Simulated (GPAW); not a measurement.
# ZrSe3 (P2_1/m): G0W0 with GPAW, start to end

Wanted: ground state, empty states, screening and self-energy for ZrSe3 (P2_1/m).

Calculated with GPAW 26.7.0; LDA and many-body steps on it, plane waves.

### Step 1. Starting point

It takes space group P2_1/m (No. 11, monoclinic). Conventional cell: a = 5.411 Å, b = 3.749 Å, c = 9.444 Å, α = 90.00°, β = 97.48°, γ = 90.00°. Nearest to Zr lie 8 Se at 2.72 to 2.87 Å. Se has 4 Zr at 2.72 to 2.87 Å nearest. Nearest to Se lie 1 Se at 2.34 Å and 2 Zr at 2.73 Å. Nearest to Se lie 1 Se at 2.34 Å and 2 Zr at 2.74 Å. Farther neighbours and most contacts between anions are not listed.

The cell and positions come from the Crystallography Open Database and are kept as given unless a step says otherwise.

### Step 2. Ground state

This step: GPAW 26.7.0; DFT, LDA, plane waves, PAW.

The ground-state density comes first.

run.py reads:

```python
import json
import numpy as np
from gpaw.mpi import world
from ase import Atoms
from gpaw import GPAW, PW, FermiDirac

atoms = Atoms(['Zr', 'Zr', 'Se', 'Se', 'Se', 'Se', 'Se', 'Se'],
    cell=[[5.4109000000, 0.0000000000, 0.0000000000],
      [0.0000000000, 3.7488000000, 0.0000000000],
      [-1.2294209091, 0.0000000000, 9.3636349901]],
    scaled_positions=[[0.2850000000, 0.2500000000, 0.6560000000],
      [0.7150000000, 0.7500000000, 0.3440000000],
      [0.7620000000, 0.2500000000, 0.5540000000],
      [0.2380000000, 0.7500000000, 0.4460000000],
      [0.4560000000, 0.2500000000, 0.1740000000],
      [0.5440000000, 0.7500000000, 0.8260000000],
      [0.8880000000, 0.2500000000, 0.1690000000],
      [0.1120000000, 0.7500000000, 0.8310000000]],
    pbc=(True, True, True))
calc = GPAW(mode=PW(450),
    xc='LDA',
    kpts={'size': (4, 6, 4), 'gamma': True},
    occupations=FermiDirac(0.001),
    nbands=-10,
    convergence={'density': 1e-6, 'bands': -3},
    maxiter=100,
    txt='gs.txt')
atoms.calc = calc
res = {'energy': atoms.get_potential_energy()}
kpts = calc.get_ibz_k_points()
res['kpts'] = kpts
res['eigenvalues'] = [calc.get_eigenvalues(kpt=k) for k in range(len(kpts))]
res['n_electrons'] = calc.get_number_of_electrons()
calc.write('gs.gpw')

if world.rank == 0:
    with open('result.json', 'w') as f:
        json.dump(res, f, default=lambda x: x.tolist())
```

Run with:

```
> mpirun -n 12 gpaw python run.py
```

Numbers of over 12 decimals in the logs are rounded to 6 here.

Output:

```text
__  _  _
 | _ |_)|_||  |
 |__||  | ||/\| - 26.7.0

Input parameters:
  mode=PW(ecut=450.000000),
  convergence={'density': 1e-06, 'bands': -3},
  kpts=MonkhorstPack(size=(4, 6, 4), gamma=True),
  maxiter=100,
  nbands=-10,
  occupations=Occupations(name='fermi-dirac', width=0.001, fixmagmom=False),
  xc=XC(name='LDA')
  [... matrices ...]
Diagonalizing LCAO Hamiltonian
Converting LCAO to pw mode

         Se   Se

          Zr
                 Se
           Se
                  Zr

              Se   Se

Atoms  # Å, Bohr magnetons
|   | symbol |         x |        y |        z |    initial magnetic moments |
| 0 |     Zr |  0.735606 | 0.937200 | 6.142545 | ( 0.0000,  0.0000,  0.0000) |
| 1 |     Zr |  3.445873 | 2.811600 | 3.221090 | ( 0.0000,  0.0000,  0.0000) |
| 2 |     Se |  3.442007 | 0.937200 | 5.187454 | ( 0.0000,  0.0000,  0.0000) |
| 3 |     Se |  0.739472 | 2.811600 | 4.176181 | ( 0.0000,  0.0000,  0.0000) |
| 4 |     Se |  2.253451 | 0.937200 | 1.629272 | ( 0.0000,  0.0000,  0.0000) |
| 5 |     Se |  1.928028 | 2.811600 | 7.734363 | ( 0.0000,  0.0000,  0.0000) |
| 6 |     Se |  4.597107 | 0.937200 | 1.582454 | ( 0.0000,  0.0000,  0.0000) |
| 7 |     Se | -0.415628 | 2.811600 | 7.781181 | ( 0.0000,  0.0000,  0.0000) |

Unit cell  # Å
| periodic |         x |        y |        z |  lengths |    angles |
|      yes |  5.410900 | 0.000000 | 0.000000 | 5.410900 | 90.000000 |
|      yes |  0.000000 | 3.748800 | 0.000000 | 3.748800 | 97.480000 |
|      yes | -1.229421 | 0.000000 | 9.363635 | 9.444000 | 90.000000 |

Number of symmetries: 2
Symmetry operations  # r_c * U_cc + t_c -> r_c
|   | kind |            matrix            |
| 0 |  E   |  1, 0, 0,  0, 1, 0,  0, 0, 1 |
| 1 |  i   | -1, 0, 0,  0,-1, 0,  0, 0,-1 |

BZ-sampling:
  Number of BZ points: 96
  Number of IBZ points: 52

  Monkhorst-Pack size: [4, 6, 4]
  Monkhorst-Pack shift: [0.125, 0.083333, 0.125]

K-points  # in reciprocal-cell coordinates
|     |                                coordinates |     weight |
|   0 | (  0.00000000,   0.00000000,   0.00000000) | 0.01041667 |
|   1 | (  0.00000000,   0.00000000,   0.25000000) | 0.02083333 |
|   2 | (  0.00000000,   0.00000000,   0.50000000) | 0.01041667 |
|   3 | (  0.00000000,   0.16666667,  -0.25000000) | 0.02083333 |
|   4 | (  0.00000000,   0.16666667,   0.00000000) | 0.02083333 |
|   5 | (  0.00000000,   0.16666667,   0.25000000) | 0.02083333 |
|   6 | (  0.00000000,   0.16666667,   0.50000000) | 0.02083333 |
|   7 | (  0.00000000,   0.33333333,  -0.25000000) | 0.02083333 |
|   8 | (  0.00000000,   0.33333333,   0.00000000) | 0.02083333 |
|   9 | (  0.00000000,   0.33333333,   0.25000000) | 0.02083333 |
| ... |                                            |            |
|  51 | (  0.50000000,   0.50000000,   0.50000000) | 0.01041667 |

Plane wave coefficients: 4142
Cutoff: 450.000000 eV

Spin-components: 1 (collinear spins)
Bands:           40
Projectors:      42
Spin-degeneracy: 2
Datatype:        complex128

  Storage: CPU
  Wave functions: 137_546_240 bytes (11_462_186 per core)
  Projectors: 96_282_368 bytes (8_023_530 per core)
  [... matrices ...]
Parallelization:
  kpt:    6
  domain: 2
  band:   1

Density:
  Valence electrons: 60.0
  Components: 1
  Grid points: [27 20 48]
  Charge: 0.0  # |e|

Potential:
  Grid points: [27 20 48]

species:
  Zr:
    name:    Zirconium
    Z:       40.0
    valence: 12
    core:    28
    charge:  0.0  # [|e|]
    compensation charges:
      type: gauss
      rc: 0.40  # [Å]
      lmax: 2
    cutoffs:
      filter: 2.39  # [Å]
      core: 1.59  # [Å]
    projectors
    | kind |    occ | energy [eV] | rcut [Å] |
    |   4s |  2.000 |     -54.491 |    1.323 |
    |   5s |  2.000 |      -4.587 |    1.323 |
    |   4p |  6.000 |     -32.510 |    1.334 |
    |   5p |  0.000 |      -1.548 |    1.334 |
    |   4d |  2.000 |      -3.736 |    1.244 |
    |    d |        |      23.475 |    1.244 |

    Using partial waves for Zr as LCAO basis

  Se:
    name:    Selenium
    Z:       34.0
    valence: 6
    core:    28
    charge:  0.0  # [|e|]
    compensation charges:
      type: gauss
      rc: 0.27  # [Å]
      lmax: 2
    cutoffs:
      filter: 1.77  # [Å]
      core: 2.67  # [Å]
    projectors
    | kind |    occ | energy [eV] | rcut [Å] |
    |   4s |  2.000 |     -17.472 |    0.847 |
    |   4p |  4.000 |      -6.656 |    1.005 |
    |    s |        |       9.739 |    0.847 |
    |    p |        |      20.555 |    1.005 |
    |    d |        |       0.000 |    0.847 |

    Using partial waves for Se as LCAO basis

Reference energy: -591676.167234  # eV

eigensolver:
  PPCG
  Converge bands: -3
  niter=2

density mixing:
  MSR1-Mixer
  Pratt-step length: 0.05
  Maximum mixing coefficient: 0.75
  Old densities: 10
  SVD Regularization: 0.005
  Good broyden scale: 1.0
  Trust region scale: 1.0
  Backstep threshold: 4.0
  History deletion threshold: 6.0
  Fourier metric: weight=20.0, sigma=0.015

occupation numbers:
  Fermi-Dirac:
    width: 0.0010  # eV

poisson solver:
  ecut: 3600.000000  # eV

xc functional:
  name: None

Initialization done in: 4.485 s

convergence criteria:
- Maximum integral of absolute [dens]ity change: 1e-06 electrons / valence electron
- Maximum [total energy] change in last 3 cyles: 0.0005 eV / valence electron
- Maximum integral of absolute [eigenst]ate change: 4e-08 eV^2 / valence electron
maximum number of iterations: 100

SCF iterations
|iter     |     time |      energy | eigst |  dens |
|iter:   1|  |  -50.898215 | +0.58 |       |
|iter:   2|  |  -50.736890 | -0.36 | -1.15 |
|iter:   3|  |  -50.433851 | -0.42 | -1.19 |
|iter:   4|  |  -50.234918 | -0.52 | -1.42 |
|iter:   5|  |  -49.996004 | -1.30 | -1.55 |
|iter:   6|  |  -49.994056 | -2.24 | -2.10 |
|iter:   7|  |  -49.992458c| -2.51 | -2.57 |
|iter:   8|  |  -49.992427c| -2.88 | -3.09 |
|iter:   9|  |  -49.992429c| -3.09 | -3.74 |
|iter:  10|  |  -49.992429c| -3.30 | -4.20 |
|iter:  11|  |  -49.992429c| -3.51 | -4.64 |
|iter:  12|  |  -49.992429c| -3.70 | -5.13 |
|iter:  13|  |  -49.992429c| -3.94 | -5.73 |
|iter:  14|  |  -49.992429c| -4.12 | -6.37c|
|iter:  15|  |  -49.992429c| -4.31 | -6.78c|
|iter:  16|  |  -49.992429c| -4.51 | -7.20c|
|iter:  17|  |  -49.992429c| -4.70 | -7.48c|
|iter:  18|  |  -49.992429c| -4.88 | -7.84c|
|iter:  19|  |  -49.992429c| -5.02 | -8.22c|
|iter:  20|  |  -49.992429c| -5.21 | -8.69c|
|iter:  21|  |  -49.992429c| -5.35 | -9.24c|
|iter:  22|  |  -49.992429c| -5.51 | -9.79c|
|iter:  23|  |  -49.992429c| -5.63 |-10.17c|
|iter:  24|  |  -49.992429c| -5.74 |-10.56c|
|iter:  25|  |  -49.992429c| -5.85 |-11.06c|
|iter:  26|  |  -49.992429c| -5.95 |-11.58c|
|iter:  27|  |  -49.992429c| -6.05 |-12.06c|
|iter:  28|  |  -49.992429c| -6.17 |-12.44c|
|iter:  29|  |  -49.992429c| -6.28 |-12.78c|
|iter:  30|  |  -49.992429c| -6.43 |-12.99c|
|iter:  31|  |  -49.992429c| -6.53 |-12.98c|
|iter:  32|  |  -49.992429c| -6.65 |-13.06c|
[...]
|iter:  36|  |  -49.992429c| -6.93 |-13.33c|
|iter:  37|  |  -49.992429c| -7.02 |-13.47c|
|iter:  38|  |  -49.992429c| -7.12 |-13.34c|
|iter:  39|  |  -49.992429c| -7.22 |-13.43c|
|iter:  40|  |  -49.992429c| -7.31 |-13.54c|
|iter:  41|  |  -49.992429c| -7.40c|-13.90c|

Converged in 41 steps
SCF loop duration: 95.892 s (2.339 s/step)
Energy contributions relative to reference atoms: (reference = -591676.167234)
  [... matrices ...]
Energy contributions:
  Kinetic:          53.831812
  Coulomb:         -56.169787
  Zero:              0.363305
  External:          0.000000
  Xc:              -48.017759
  Entropy:          -0.000000
  Spinorbit:         0.000000
  ----------------------------
  Free energy:     -49.992429
  Extrapolated:    -49.992429

dipole moment: (0.000095, 0.000085, 0.000213)  # |e|*Ang

Fermi level: 6.235
Eigenvalues  # (at kpt = [0.000, 0.000, 0.000])
| band index |      eig [eV] | occ [0-2] |
|          0 |       -42.820 |     2.000 |
|        ... |               |           |
|         22 |         4.131 |     2.000 |
|         23 |         5.022 |     2.000 |
|         24 |         5.280 |     2.000 |
|         25 |         5.418 |     2.000 |
|         26 |         5.429 |     2.000 |
|         27 |         5.538 |     2.000 |
|         28 |         5.994 |     2.000 |
|         29 |         6.112 |     2.000 |
|         30 |         6.759 |     0.000 |
[...]
|         34 |         9.155 |     0.000 |
|         35 |         9.242 |     0.000 |
|         36 |         9.612 |     0.000 |
|         37 |         9.648 |     0.000 |
|        ... |               |           |
|         39 |        10.339 |     0.000 |

Gap: 0.290 eV
Transition (v -> c):
  (s=0, k=0, n=29, [0.00, 0.00, 0.00]) -> (s=0, k=42, n=30, [0.50, 0.17, 0.00])
Direct/indirect transitions are different
Direct gap: 0.580 eV
Transition at: (s=0, k=1, n=29, [0.00, 0.00, 0.25])
# Writing to gs.gpw (mode='')
  [... matrices ...]
```

Elapsed: 1.7 min, on 12 MPI ranks of Intel Xeon Platinum 8375C at 2.90GHz (Ice Lake), shared host; peak memory 2.3 GiB.

Numbers from this step:

```
total energy               : -49.99 eV
gap                        : 0.2904 eV
k of the valence top       : 0, 0, 0
k of the conduction bottom : 0.5, 0.1667, 0
least direct gap           : 0.5805 eV
```

The gap is indirect, with the least direct gap 0.29 eV higher.

### Step 3. Empty states on the mesh, 2×4×2 mesh, 318 bands

The sums over transitions need many empty states on a uniform mesh; this step solves for them.

run.py reads:

```python
import json
import numpy as np
from gpaw.mpi import world
from gpaw import GPAW

calc = GPAW('gs.gpw').fixed_density(kpts={'size': (2, 4, 2), 'gamma': True},
    parallel={'domain': 1, 'band': 1},
    txt='nscf.txt')
calc.diagonalize_full_hamiltonian(nbands=318)
calc.write('full.gpw', mode='all')
res = {}
kpts = calc.get_ibz_k_points()
res['kpts'] = kpts
res['eigenvalues'] = [calc.get_eigenvalues(kpt=k) for k in range(len(kpts))]
res['n_electrons'] = calc.get_number_of_electrons()

if world.rank == 0:
    with open('result.json', 'w') as f:
        json.dump(res, f, default=lambda x: x.tolist())
```

Run with:

```
> mpirun -n 12 gpaw python run.py
```

Output:

```text
Diagonalizing LCAO Hamiltonian
Converting LCAO to pw mode
convergence criteria:
- Maximum integral of absolute [eigenst]ate change: 4e-08 eV^2 / valence electron
maximum number of iterations: 100

SCF iterations
|iter     |     time |      energy | eigst |  dens |
|iter:   1|  |             | +0.57 |       |
|iter:   2|  |             | -0.38 |       |
|iter:   3|  |             | -1.10 |       |
[...]
|iter:  40|  |             | -7.16 |       |
|iter:  41|  |             | -7.30 |       |
|iter:  42|  |             | -7.51c|       |
SCF steps: 42
  __  _  _
 | _ |_)|_||  |
 |__||  | ||/\| - 26.7.0

Input parameters:
  mode=PW(ecut=450.000000),
  convergence={'density': 1e-06, 'bands': -3},
  gpts=array([27, 20, 48]),
  kpts=MonkhorstPack(size=(2, 4, 2), gamma=True),
  maxiter=100,
  nbands=40,
  occupations=Occupations(name='fermi-dirac', width=0.001, fixmagmom=False),
  parallel={'domain': 1, 'band': 1},
  xc=XC(name='LDA')
Matrix size: 4133x4133
# Writing to full.gpw (mode='all')
  [... matrices ...]

timing:  # [seconds]
  Total: 79.465  # ━━━━━━━━━━━━━━━━━━━━━━━━━━━━━━━━━━━━━━━━━━━━━━━━━━━━━━━━━━
```

Elapsed: 1.8 min, on 12 MPI ranks; peak memory 15 GiB.

Numbers from this step:

```yaml
gap: 0.3077 eV
k_of_the_valence_top: 0, 0, 0
k_of_the_conduction_bottom: 0.5, 0, 0
least_direct_gap: 0.5848 eV
k_points_computed: 12
lowest_point_of_the_top_converged_band_above_the_valence_top: 66.2552 eV
```

On this mesh the gap is 0.308 eV.

(Continued in part 2 of 2.)

[Paths, hosts, dates, memory and timing lines, banners, echoed tables and standing remarks are left out of the program output.]

[Logs are printed without paths, hosts, clocks, repeated set-up lines and the standing remarks that a program may print on its own settings, such as how far it seeks lower states.]

[Runs of the session that timed out or met a known fault of the program may be left out.]

[Hosts, paths, dates, database ids (printed as entryN), source tags and the programs' standing remarks are cut or masked in the printed files.]
